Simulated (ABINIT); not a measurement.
# Au2S (Pn-3m): G0W0 on several meshes in ABINIT

How does the mesh move the gap of Au2S (Pn-3m)?

Program: ABINIT 10.8.3. Level of theory: LDA and many-body steps on it, plane waves. Results are calculated unless marked as measured.

## 1. The structure

Symmetry: Pn-3m, No. 224, cubic system. Conventional cell: a = 5.274 Å, b = 5.274 Å, c = 5.274 Å, α = 90.00°, β = 90.00°, γ = 90.00°. Nearest to S lie 4 Au at 2.28 Å. Au has 2 S at 2.28 Å nearest. Farther neighbours and most contacts between anions are not listed.

Coordinates:

```cif
data_structure
_symmetry_space_group_name_H-M 'P 1'
_symmetry_Int_Tables_number 1
_cell_length_a 5.2740
_cell_length_b 5.2740
_cell_length_c 5.2740
_cell_angle_alpha 90.000
_cell_angle_beta 90.000
_cell_angle_gamma 90.000
_cell_volume 146.70
loop_
_atom_site_label
_atom_site_type_symbol
_atom_site_fract_x
_atom_site_fract_y
_atom_site_fract_z
_atom_site_occupancy
S1 S 0.00000 0.00000 0.00000 1
S2 S 0.50000 0.50000 0.50000 1
Au3 Au 0.25000 0.25000 0.75000 1
Au4 Au 0.75000 0.25000 0.25000 1
Au5 Au 0.25000 0.75000 0.25000 1
Au6 Au 0.75000 0.75000 0.75000 1
```

The cell and positions are those that the Materials Project relaxed with its own functionals (PBE, PBE+U or r2SCAN), kept fixed. Spin-orbit coupling is left out unless a step names it.

## 2. Empty states on the mesh, 2×2×2 mesh, 529 bands

This step: ABINIT 10.8.3; DFT, LDA, plane waves, norm-conserving pseudopotentials.

The sums over transitions need many empty states on a uniform mesh; this step solves for them.

File run.abi:

```
acell 3*1.0 Angstrom
rprim 
  5.273982180000 0.000000000000 0.000000000000
  0.000000000000 5.273982180000 0.000000000000
  0.000000000000 0.000000000000 5.273982180000
ntypat 2
znucl 16 79
natom 6
typat 1 1 2 2 2 2
xred 
  -0.000000000000 0.000000000000 -0.000000000000
  0.500000000000 0.500000000000 0.500000000000
  0.250000000000 0.250000000000 0.750000000000
  0.750000000000 0.250000000000 0.250000000000
  0.250000000000 0.750000000000 0.250000000000
  0.750000000000 0.750000000000 0.750000000000
pp_dirpath "pseudos"
pseudos "S.upf, Au.upf"
ecut 28
ngkpt 2 2 2
nshiftk 1
shiftk 0 0 0
kptopt 1
chksymbreak 0
iscf -2
irdden 1
istwfk *1
nband 529
nbdbuf 48
tolwfr 1e-09
nstep 60
prtvol 0
indata_prefix "in"
outdata_prefix "out"
tmpdata_prefix "tmp"
```

On the command line:

```bash
> OMP_NUM_THREADS=1 mpirun -n 8 abinit run.abi > log
```

Numbers of over 12 decimals in the logs are rounded to 6 here.

Output:

```text
.Version 10.8.3 of ABINIT. v10.8.2 released Aug 2026.

 Symmetries : space group Pn -3 m (#224); Bravais cP (primitive cubic)
[... echo of the input left out ...]
== DATASET  1 ==================================================================
-   mpi_nproc: 8, omp_nthreads: 1 (-1 if OMP is not activated)
-    --> not optimal distribution: autoparal keyword recommended in input file <--

--- !DatasetInfo
iteration_state: {dtset: 1, }
dimensions: {natom: 6, nkpt: 4, mband: 529, nsppol: 1, nspinor: 1, nspden: 1, mpw: 7088, }
cutoff_energies: {ecut:  28.0, pawecutdg:  -1.0, }
[...]
4.49459    4.50566    4.50569    4.52167    4.52170    4.52174    4.53945    4.53963
   4.56077    4.56116    4.56172    4.56218    4.56277    4.56366    4.60380    4.61018
   4.61585
 prteigrs : prtvol=0 or 1, do not print more k-points.

== END DATASET(S) ==============================================================
================================================================================

 -outvars: echo values of variables after computation  --------
            nband         529
             nkpt           4
          spgroup         224
 [... the other variables as echoed above ...]

 Calculation completed.
```

Run time: 17 min. Hardware: 8 MPI ranks of Arm Neoverse N1, shared host; peak memory 0.86 GiB; 2.2 h of CPU time.

This step gave:

- gap: 1.989 eV
- k of the valence top: 0, 0, 0
- k of the conduction bottom: 0, 0, 0
- least direct gap: 1.989 eV
- k points computed: 4
- lowest point of the top converged band, above the valence top: 111.0491 eV

On this mesh the gap is 1.989 eV.

The density comes from a self-consistent run that is not shown.

## 3. Screening, 2×2×2 mesh, 222 bands, screening to 141.5 eV

The RPA dielectric matrix is built and inverted for each q.

This step: RPA screening on LDA, plane waves, norm-conserving pseudopotentials.

run.abi, as its differences from that of step 2:

```diff
@@ -24,10 +24,11 @@
 chksymbreak 0
-iscf -2
-irdden 1
 istwfk *1
-nband 529
-nbdbuf 48
-tolwfr 1e-09
-nstep 60
-prtvol 0
+occopt 1
+irdwfk 1
+optdriver 3
+nband 222
+ecuteps 5.2
+inclvkb 2
+awtr 1
+symchi 1
 indata_prefix "in"
```

Output:

```text
.Version 10.8.3 of ABINIT. v10.8.2 released Aug 2026.

 Symmetries : space group Pn -3 m (#224); Bravais cP (primitive cubic)
[... echo of the input left out ...]
== DATASET  1 ==================================================================
-   mpi_nproc: 8, omp_nthreads: 1 (-1 if OMP is not activated)

--- !DatasetInfo
iteration_state: {dtset: 1, }
dimensions: {natom: 6, nkpt: 4, mband: 222, nsppol: 1, nspinor: 1, nspden: 1, mpw: 7088, }
cutoff_energies: {ecut:  28.0, pawecutdg:  -1.0, }
electrons: {nelect:   8.80000000E+01, charge:   0.00000000E+00, occopt:   1.00000000E+00, tsmear:   1.00000000E-02, }

 SCREENING: Calculation of the susceptibility and dielectric matrices

 Based on a program developped by R.W. Godby, V. Olevano, G. Onida, and L. Reining.
 Incorporated in ABINIT by V. Olevano, G.-M. Rignanese, and M. Torrent.
.Using double precision arithmetic ; gwpc =  8

[... cell and pseudopotentials left out ...]
--------------------------------------------------------------------------------

 ==== K-mesh for the wavefunctions ====
 Number of points in the irreducible wedge :     4
[... list of points left out ...]
 Together with 48 symmetry operations and time-reversal symmetry
 yields     8 points in the full Brillouin Zone.

 ==== Q-mesh for the screening function ====
 Number of points in the irreducible wedge :     4
[... list of points left out ...]
 Together with 48 symmetry operations and time-reversal symmetry
 yields     8 points in the full Brillouin Zone.

 setmesh: FFT mesh size selected  =    36x   36x   36
          total number of points  =        46656

 vcoul_init : cutoff-mode = AUXILIARY_FUNCTION
 q-points for optical limit:   1
     1)      0.000010    0.000020    0.000030

- screening: taking advantage of time-reversal symmetry
- Maximum band index for partially occupied states nbvw = 44
- Remaining bands to be divided among processors   nbcw = 178
- Number of bands treated by each node ~22

 Number of electrons calculated from density =   88.0000; Expected =   88.0000
 average of density, n =  0.088894
 r_s =    1.3900
 omega_plasma =   28.7601 [eV]

 calculating chi0 at frequencies [eV] :
  1    0.000000E+00    0.000000E+00
  2    0.000000E+00    2.876012E+01

--------------------------------------------------------------------------------
  q-point number  1        q = ( 0.000000, 0.000000, 0.000000) [r.l.u.]
--------------------------------------------------------------------------------
[... chi0 elements left out ...]
 For q-point:  0.000010 0.000020 0.000030
  dielectric constant =  10.9046
  dielectric constant without local fields =  12.5374

  Average fulfillment of the sum rule on Im[epsilon] for q-point    1 :     65.87  [%]
[... wings left out ...]
  q-point number  2        q = ( 0.500000, 0.000000, 0.000000) [r.l.u.]
--------------------------------------------------------------------------------
[... chi0 elements left out ...]
  Average fulfillment of the sum rule on Im[epsilon] for q-point    2 :     72.96  [%]

 [... 2 further q-points ...]
```

Elapsed: 2.5 min, on 8 MPI ranks; peak memory 3.1 GiB.

This step gave:

```yaml
eps_infinity_with_local_fields_on_this_mesh_along_the_program_s_q_direction: 10.90
the_same_without_local_fields: 12.54
plasma_frequency: 28.76 eV
plane_waves_in_the_screening_matrix: 587
```

Local fields lower ε∞ by 13 %. On a Γ-centred mesh this coarse the value itself is usually too large, while a short band sum pulls it down.

## 4. 2×2×2

The self-energy is evaluated for the states that the input lists, and the levels follow from it, in one-shot runs by the linearised quasiparticle equation.

This step: G0W0 on LDA, plane waves, norm-conserving pseudopotentials.

run.abi, as its differences from that of step 3:

```diff
@@ -27,8 +27,15 @@
 irdwfk 1
-optdriver 3
+optdriver 4
 nband 222
+gwcalctyp 0
+ecutsigx 28
+symsigma 1
+nkptgw 1
+kptgw 
+  0.0000000000 0.0000000000 0.0000000000
+bdgw 
+  42 46
 ecuteps 5.2
-inclvkb 2
-awtr 1
-symchi 1
+irdscr 1
+ppmodel 1
 indata_prefix "in"
```

Output:

```text
.Version 10.8.3 of ABINIT. v10.8.2 released Aug 2026.

 Symmetries : space group Pn -3 m (#224); Bravais cP (primitive cubic)
[... echo of the input left out ...]
== DATASET  1 ==================================================================
-   mpi_nproc: 8, omp_nthreads: 1 (-1 if OMP is not activated)

--- !DatasetInfo
iteration_state: {dtset: 1, }
dimensions: {natom: 6, nkpt: 4, mband: 222, nsppol: 1, nspinor: 1, nspden: 1, mpw: 7088, }
cutoff_energies: {ecut:  28.0, pawecutdg:  -1.0, }
electrons: {nelect:   8.80000000E+01, charge:   0.00000000E+00, occopt:   1.00000000E+00, tsmear:   1.00000000E-02, }

 SIGMA: Calculation of the GW corrections

 Based on a program developped by R.W. Godby, V. Olevano, G. Onida, and L. Reining.
 Incorporated in ABINIT by V. Olevano, G.-M. Rignanese, and M. Torrent.
.Using double precision arithmetic ; gwpc =  8

[... cell and pseudopotentials left out ...]
--------------------------------------------------------------------------------

 ==== K-mesh for the wavefunctions ====
 Number of points in the irreducible wedge :     4
[... list of points left out ...]
 Together with 48 symmetry operations and time-reversal symmetry
 yields     8 points in the full Brillouin Zone.

 ==== Q-mesh for screening function ====
 Number of points in the irreducible wedge :     4
[... list of points left out ...]
 Together with 48 symmetry operations and time-reversal symmetry
 yields     8 points in the full Brillouin Zone.

 vcoul_init : cutoff-mode = AUXILIARY_FUNCTION
 q-points for optical limit:   1
     1)      0.000010    0.000020    0.000030
 setmesh: FFT mesh size selected  =    48x   48x   48
          total number of points  =       110592

 Number of electrons calculated from density =   88.0000; Expected =   88.0000
 average of density, n =  0.088894
 r_s =    1.3900
 omega_plasma =   28.7601 [eV]

 === KS Band Gaps ===
  >>>> For spin  1
   Minimum direct gap =   1.9888 [eV], located at k-point      :   0.0000  0.0000  0.0000
   Fundamental gap    =   1.9888 [eV], Top of valence bands at :   0.0000  0.0000  0.0000
                                       Bottom of conduction at :   0.0000  0.0000  0.0000
 SIGMA fundamental parameters:
 PLASMON POLE MODEL  1
 number of plane-waves for SigmaX                 6979
 number of plane-waves for SigmaC and W            587
 number of plane-waves for wavefunctions          6979
 number of bands                                   222
 number of independent spin polarizations            1
 number of spinorial components                      1
 number of k-points in IBZ                           4
 number of q-points in IBZ                           4
 number of symmetry operations                      48
 number of k-points in BZ                            8
 number of q-points in BZ                            8
 number of frequencies for dSigma/dE                 9
 frequency step for dSigma/dE [eV]                0.25
 number of omega for Sigma on real axis              0
 max omega for Sigma on real axis  [eV]           0.00
 zcut for avoiding poles [eV]                     0.10

 EPSILON^-1 parameters (SCR file):
 dimension of the eps^-1 matrix on file            587
 dimension of the eps^-1 matrix used               587
 number of plane-waves for wavefunctions          6979
 number of bands                                   222
 number of q-points in IBZ                           4
 number of frequencies                               2
 number of real frequencies                          1
 number of imag frequencies                          1

 matrix elements of self-energy operator (all in [eV])

 Perturbative Calculation

--- !SelfEnergy_ee
iteration_state: {dtset: 1, }
kpoint     : [   0.000,    0.000,    0.000, ]
spin       : 1
KS_gap     :    1.989
QP_gap     :    2.516
Delta_QP_KS:    0.527
data: !SigmaeeData |
     Band     E0 <VxcDFT>   SigX SigC(E0)      Z dSigC/dE  Sig(E)    E-E0       E
       42   4.579 -18.163 -21.080   2.838   0.804  -0.244 -18.227  -0.064   4.515
       43   4.579 -18.163 -21.080   2.838   0.804  -0.244 -18.227  -0.064   4.515
       44   4.579 -18.163 -21.080   2.838   0.804  -0.244 -18.227  -0.064   4.515
       45   6.568  -9.303  -5.538  -3.209   0.832  -0.203  -8.840   0.463   7.031
       46   6.568  -9.303  -5.538  -3.209   0.832  -0.203  -8.840   0.463   7.031

== END DATASET(S) ==============================================================
================================================================================

 -outvars: echo values of variables after computation  --------
           etotal      0.0000000000E+00
            nband         222
             nkpt           4
          spgroup         224
 [... the other variables as echoed above ...]

 Calculation completed.
```

Wall time 23 s (8 MPI ranks); peak memory 2.3 GiB; 3.1 min of CPU time.

This step gave:

```yaml
g0w0_gap_on_the_points_computed: 2.516 eV
starting_gap_on_the_mesh: 1.989 eV
k_of_the_valence_top: 0, 0, 0
k_of_the_conduction_bottom: 0, 0, 0
z_at_the_valence_top: 0.804
z_at_the_conduction_bottom: 0.832
least_direct_g0w0_gap_on_the_computed_points: 2.516 eV
```

The gap on the mesh goes from 1.99 eV to 2.52 eV, a correction of +0.53 eV.

## 5. Empty states on the mesh, 4×4×4 mesh, 244 bands

This step: DFT, LDA, plane waves, norm-conserving pseudopotentials.

run.abi, as its differences from that of step 4:

```diff
@@ -19,3 +19,3 @@
 ecut 28
-ngkpt 2 2 2
+ngkpt 4 4 4
 nshiftk 1
@@ -24,18 +24,10 @@
 chksymbreak 0
+iscf -2
+irdden 1
 istwfk *1
-occopt 1
-irdwfk 1
-optdriver 4
-nband 222
-gwcalctyp 0
-ecutsigx 28
-symsigma 1
-nkptgw 1
-kptgw 
-  0.0000000000 0.0000000000 0.0000000000
-bdgw 
-  42 46
-ecuteps 5.2
-irdscr 1
-ppmodel 1
+nband 244
+nbdbuf 22
+tolwfr 1e-09
+nstep 60
+prtvol 0
 indata_prefix "in"
```

Output:

```text
.Version 10.8.3 of ABINIT. v10.8.2 released Aug 2026.

 Symmetries : space group Pn -3 m (#224); Bravais cP (primitive cubic)
[... echo of the input left out ...]
== DATASET  1 ==================================================================
-   mpi_nproc: 8, omp_nthreads: 1 (-1 if OMP is not activated)
-    --> not optimal distribution: autoparal keyword recommended in input file <--

--- !DatasetInfo
iteration_state: {dtset: 1, }
dimensions: {natom: 6, nkpt: 10, mband: 244, nsppol: 1, nspinor: 1, nspden: 1, mpw: 7088, }
cutoff_energies: {ecut:  28.0, pawecutdg:  -1.0, }
[...]
2.42389    2.42615    2.44645    2.44645    2.44645    2.46479    2.46479    2.46479
   2.47893    2.47893    2.47893    2.48625    2.48625    2.48626    2.52616    2.52623
   2.52714    2.53312    2.53328    2.53337
 prteigrs : prtvol=0 or 1, do not print more k-points.

== END DATASET(S) ==============================================================
================================================================================

 -outvars: echo values of variables after computation  --------
            nband         244
             nkpt          10
          spgroup         224
 [... the other variables as echoed above ...]

 Calculation completed.
```

It took 5.6 min on 8 MPI ranks; peak memory 0.92 GiB; 45 min of CPU time.

This step gave:

| Property | Result |
| --- | --- |
| gap | 1.989 eV |
| k of the valence top | 0, 0, 0 |
| k of the conduction bottom | 0, 0, 0 |
| least direct gap | 1.989 eV |
| k points computed | 10 |
| lowest point of the top converged band, above the valence top | 58.8838 eV |

On this mesh the gap is 1.989 eV.

## 6. Screening, 4×4×4 mesh, 222 bands, screening to 141.5 eV

This step: RPA screening on LDA, plane waves, norm-conserving pseudopotentials.

run.abi, as its differences from that of step 5:

```diff
@@ -24,10 +24,11 @@
 chksymbreak 0
-iscf -2
-irdden 1
 istwfk *1
-nband 244
-nbdbuf 22
-tolwfr 1e-09
-nstep 60
-prtvol 0
+occopt 1
+irdwfk 1
+optdriver 3
+nband 222
+ecuteps 5.2
+inclvkb 2
+awtr 1
+symchi 1
 indata_prefix "in"
```

Output:

```text
.Version 10.8.3 of ABINIT. v10.8.2 released Aug 2026.

 Symmetries : space group Pn -3 m (#224); Bravais cP (primitive cubic)
[... echo of the input left out ...]
== DATASET  1 ==================================================================
-   mpi_nproc: 8, omp_nthreads: 1 (-1 if OMP is not activated)

--- !DatasetInfo
iteration_state: {dtset: 1, }
dimensions: {natom: 6, nkpt: 10, mband: 222, nsppol: 1, nspinor: 1, nspden: 1, mpw: 7088, }
cutoff_energies: {ecut:  28.0, pawecutdg:  -1.0, }
electrons: {nelect:   8.80000000E+01, charge:   0.00000000E+00, occopt:   1.00000000E+00, tsmear:   1.00000000E-02, }

 SCREENING: Calculation of the susceptibility and dielectric matrices

 Based on a program developped by R.W. Godby, V. Olevano, G. Onida, and L. Reining.
 Incorporated in ABINIT by V. Olevano, G.-M. Rignanese, and M. Torrent.
.Using double precision arithmetic ; gwpc =  8

[... cell and pseudopotentials left out ...]
--------------------------------------------------------------------------------

 ==== K-mesh for the wavefunctions ====
 Number of points in the irreducible wedge :    10
[... list of points left out ...]
 Together with 48 symmetry operations and time-reversal symmetry
 yields    64 points in the full Brillouin Zone.

 ==== Q-mesh for the screening function ====
 Number of points in the irreducible wedge :    10
[... list of points left out ...]
 Together with 48 symmetry operations and time-reversal symmetry
 yields    64 points in the full Brillouin Zone.

 setmesh: FFT mesh size selected  =    36x   36x   36
          total number of points  =        46656

 vcoul_init : cutoff-mode = AUXILIARY_FUNCTION
 q-points for optical limit:   1
     1)      0.000010    0.000020    0.000030

- screening: taking advantage of time-reversal symmetry
- Maximum band index for partially occupied states nbvw = 44
- Remaining bands to be divided among processors   nbcw = 178
- Number of bands treated by each node ~22

 Number of electrons calculated from density =   88.0000; Expected =   88.0000
 average of density, n =  0.088894
 r_s =    1.3900
 omega_plasma =   28.7601 [eV]

 calculating chi0 at frequencies [eV] :
  1    0.000000E+00    0.000000E+00
  2    0.000000E+00    2.876012E+01

--------------------------------------------------------------------------------
  q-point number  1        q = ( 0.000000, 0.000000, 0.000000) [r.l.u.]
--------------------------------------------------------------------------------
[... chi0 elements left out ...]
 For q-point:  0.000010 0.000020 0.000030
  dielectric constant =   7.6701
  dielectric constant without local fields =   8.8771

  Average fulfillment of the sum rule on Im[epsilon] for q-point    1 :     65.87  [%]
[... wings left out ...]
  q-point number  2        q = ( 0.250000, 0.000000, 0.000000) [r.l.u.]
--------------------------------------------------------------------------------
[... chi0 elements left out ...]
  Average fulfillment of the sum rule on Im[epsilon] for q-point    2 :     78.58  [%]

 [... 8 further q-points ...]
```

Elapsed: 27 min, on 8 MPI ranks; peak memory 5.9 GiB; 3.6 h of CPU time.

Numbers from this step:

* ε∞ with local fields, on this mesh, along the program's q direction: 7.670
* the same without local fields: 8.877
* plasma frequency: 28.76 eV
* plane waves in the screening matrix: 587

[end of part 1 of 2]

[Paths, hosts, dates, memory and timing lines, banners, echoed tables and standing remarks are left out of the program output.]

[Logs are printed without paths, hosts, clocks, repeated set-up lines and the standing remarks that a program may print on its own settings, such as how far it seeks lower states.]

[Runs of the session that timed out or met a known fault of the program may be left out.]

[No measured gap is set beside runs whose start may be inverted or whose files or cutoffs have a known fault.]

[Hosts, paths, dates, database ids (printed as entryN), source tags and the programs' standing remarks are cut or masked in the printed files.]

[G0W0 gaps are taken among the corrected bands and points alone; a level outside them can change the order at an edge.]

[Where Ansatz stands beside ABINIT at settings called matched, ABINIT's density can come from a denser mesh and the files from another edition; pairs whose starting gaps differed by over 0.03 eV were left out, so agreement reads better than it is.]
